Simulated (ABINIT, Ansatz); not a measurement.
## CsCaF3 (Pm-3m): changed settings of a GW run in ABINIT

What do changed inputs do to GW on CsCaF3 (Pm-3m)?

Program: ABINIT 10.8.3. Level of theory: LDA and many-body steps on it, plane waves. Results are calculated unless marked as measured.

This is a report of a sequence of runs, with most program output left out.

### Step 1. Set-up

It takes space group Pm-3m (No. 221, cubic). Conventional cell: a = 4.521 Å, b = 4.521 Å, c = 4.521 Å, α = 90.00°, β = 90.00°, γ = 90.00°. Cs has 12 F at 3.20 Å nearest. Ca has 6 F at 2.26 Å nearest. F has 2 Ca at 2.26 Å and 4 Cs at 3.20 Å nearest. Farther neighbours and most contacts between anions are not listed.

Structure file:

```cif
data_structure
_symmetry_space_group_name_H-M 'P 1'
_symmetry_Int_Tables_number 1
_cell_length_a 4.5205
_cell_length_b 4.5205
_cell_length_c 4.5205
_cell_angle_alpha 90.000
_cell_angle_beta 90.000
_cell_angle_gamma 90.000
_cell_volume 92.38
loop_
_atom_site_label
_atom_site_type_symbol
_atom_site_fract_x
_atom_site_fract_y
_atom_site_fract_z
_atom_site_occupancy
Cs1 Cs 0.00000 0.00000 0.00000 1
Ca2 Ca 0.50000 0.50000 0.50000 1
F3 F 0.00000 0.50000 0.50000 1
F4 F 0.50000 0.00000 0.50000 1
F5 F 0.50000 0.50000 0.00000 1
```

The cell and positions are those that the Materials Project relaxed with its own functionals (PBE, PBE+U or r2SCAN), kept fixed. Spin-orbit coupling is left out unless a step names it.

### Step 2. Screening, 2×2×2 mesh, 81 bands, screening to 114.3 eV

This step: ABINIT 10.8.3; RPA screening on LDA, plane waves, norm-conserving pseudopotentials.

The RPA dielectric matrix is built and inverted for each q.

run.abi reads:

```
acell 3*1.0 Angstrom
rprim 
  4.520531030000 0.000000000000 0.000000000000
  0.000000000000 4.520531030000 0.000000000000
  0.000000000000 0.000000000000 4.520531030000
ntypat 3
znucl 55 20 9
natom 5
typat 1 2 3 3 3
xred 
  0.000000000000 0.000000000000 0.000000000000
  0.500000000000 0.500000000000 0.500000000000
  0.000000000000 0.500000000000 0.500000000000
  0.500000000000 0.000000000000 0.500000000000
  0.500000000000 0.500000000000 0.000000000000
pp_dirpath "pseudos"
pseudos "Cs.upf, Ca.upf, F.upf"
ecut 36
ngkpt 2 2 2
nshiftk 1
shiftk 0 0 0
kptopt 1
chksymbreak 0
istwfk *1
occopt 1
irdwfk 1
optdriver 3
nband 81
ecuteps 4.2
inclvkb 2
awtr 1
symchi 1
indata_prefix "in"
outdata_prefix "out"
tmpdata_prefix "tmp"
```

Launch:

```bash
> OMP_NUM_THREADS=1 mpirun -n 4 abinit run.abi > log
```

Elapsed: 13 s, on 4 MPI ranks of Arm Neoverse V1, shared host; peak memory 0.92 GiB; 50 s of CPU time.

This step gave:

* ε∞ with local fields, on this mesh, along the program's q direction: 2.385
* the same without local fields: 2.639
* plasma frequency: 24.43 eV
* plane waves in the screening matrix: 251

Local fields lower ε∞ by 10 %. On a Γ-centred mesh this coarse the value itself is usually too large, while a short band sum pulls it down.

### Step 3. Base

The self-energy is evaluated for the states that the input lists, and the levels follow from it, in one-shot runs by the linearised quasiparticle equation.

This step: G0W0 on LDA, plane waves, norm-conserving pseudopotentials.

run.abi: that of step 2 with these lines changed.

```diff
@@ -26,8 +26,17 @@
 irdwfk 1
-optdriver 3
+optdriver 4
 nband 81
+gwcalctyp 0
+ecutsigx 36
+symsigma 1
+nkptgw 2
+kptgw 
+  0.5000000000 0.5000000000 0.5000000000
+  0.0000000000 0.0000000000 0.0000000000
+bdgw 
+  18 23
+  18 23
 ecuteps 4.2
-inclvkb 2
-awtr 1
-symchi 1
+irdscr 1
+ppmodel 1
 indata_prefix "in"
```

Run time: 7.5 s. Hardware: 4 MPI ranks; peak memory 0.78 GiB; 30 s of CPU time.

Numbers from this step:

| Property | Result |
| --- | --- |
| G0W0 gap on the points computed | 10.38 eV |
| starting gap on the mesh | 6.840 eV |
| k of the valence top | 0.5, 0.5, 0.5 |
| k of the conduction bottom | 0, 0, 0 |
| Z at the valence top | 0.794 |
| Z at the conduction bottom | 0.883 |
| least direct G0W0 gap on the computed points | 10.39 eV |

The gap on the mesh goes from 6.84 eV to 10.38 eV, a correction of +3.53 eV.

### Step 4. Scissors in G

run.abi: that of step 3 with these lines changed.

```diff
@@ -41,2 +41,3 @@
 ppmodel 1
+mbpt_sciss 1.0 eV
 indata_prefix "in"
```

The job ended after 7.5 s (4 MPI ranks; peak memory 0.79 GiB).

This step gave:

```
G0W0 gap on the points computed              : 10.47 eV
starting gap on the mesh                     : 6.840 eV
k of the valence top                         : 0.5, 0.5, 0.5
k of the conduction bottom                   : 0, 0, 0
Z at the valence top                         : 0.795
Z at the conduction bottom                   : 0.884
least direct G0W0 gap on the computed points : 10.48 eV
```

### Step 5. Unknown plasmon-pole model

run.abi: that of step 4 with these lines changed.

```diff
@@ -40,4 +40,3 @@
 irdscr 1
-ppmodel 1
-mbpt_sciss 1.0 eV
+ppmodel 7
 indata_prefix "in"
```

Wall time 3.7 s (4 MPI ranks); peak memory 0.2 GiB.

The run stopped with an error after 3.7 s.

The program's words: Wrong ppm%model: 7

The fault put into this input: unknown plasmon-pole model.

### Step 6. Side by side

Times are wall times on 4 MPI ranks of Arm Neoverse V1, shared host, good to a factor of about two. A run's time includes the screening step that it read.

```tsv
run	mesh	bands	screening cutoff (eV)	DFT gap (eV)	gap on the mesh (eV)	direct (eV)	ε∞ used	time
base	2×2×2	81	114.3	6.840	10.375	10.389	2.39	20 s
scissors in G	2×2×2	81	114.3	6.840	10.471	10.484	2.39	20 s
```

### Step 7. Outcome

```
base          : 10.375 eV
scissors in G : 10.471 eV
known limits  : not at the basis limit; no spin-orbit coupling; coarse k mesh
```

**Reading.** Scissors in G: +0.096 eV against base (keys changed: mbpt_sciss). Bands and cutoff are finite, so the gap is not at the basis limit. The miss can reach some tenths of an eV and take either sign; the mesh is an error of its own. In the G0W0 runs levels were corrected at 2 k points alone, so a gap called «on the mesh» is the least over those, and an edge elsewhere would be missed. The 2×2×2 mesh is coarse for this cell, which bears on the long-range parts of exchange and screening. This is the ideal cubic cell; many perovskites, halides above all, are cubic only on average, and local tilts or off-centring can widen the gap. The many-body steps are scalar-relativistic: spin-orbit coupling is not in them.

[Paths, hosts, dates, memory and timing lines, banners, echoed tables and standing remarks are left out of the program output.]

[Logs are printed without paths, hosts, clocks, repeated set-up lines and the standing remarks that a program may print on its own settings, such as how far it seeks lower states.]

[Runs of the session that timed out or met a known fault of the program may be left out.]

[Hosts, paths, dates, database ids (printed as entryN), source tags and the programs' standing remarks are cut or masked in the printed files.]

[G0W0 gaps are taken among the corrected bands and points alone; a level outside them can change the order at an edge.]

[Where Ansatz stands beside ABINIT at settings called matched, ABINIT's density can come from a denser mesh and the files from another edition; pairs whose starting gaps differed by over 0.03 eV were left out, so agreement reads better than it is.]
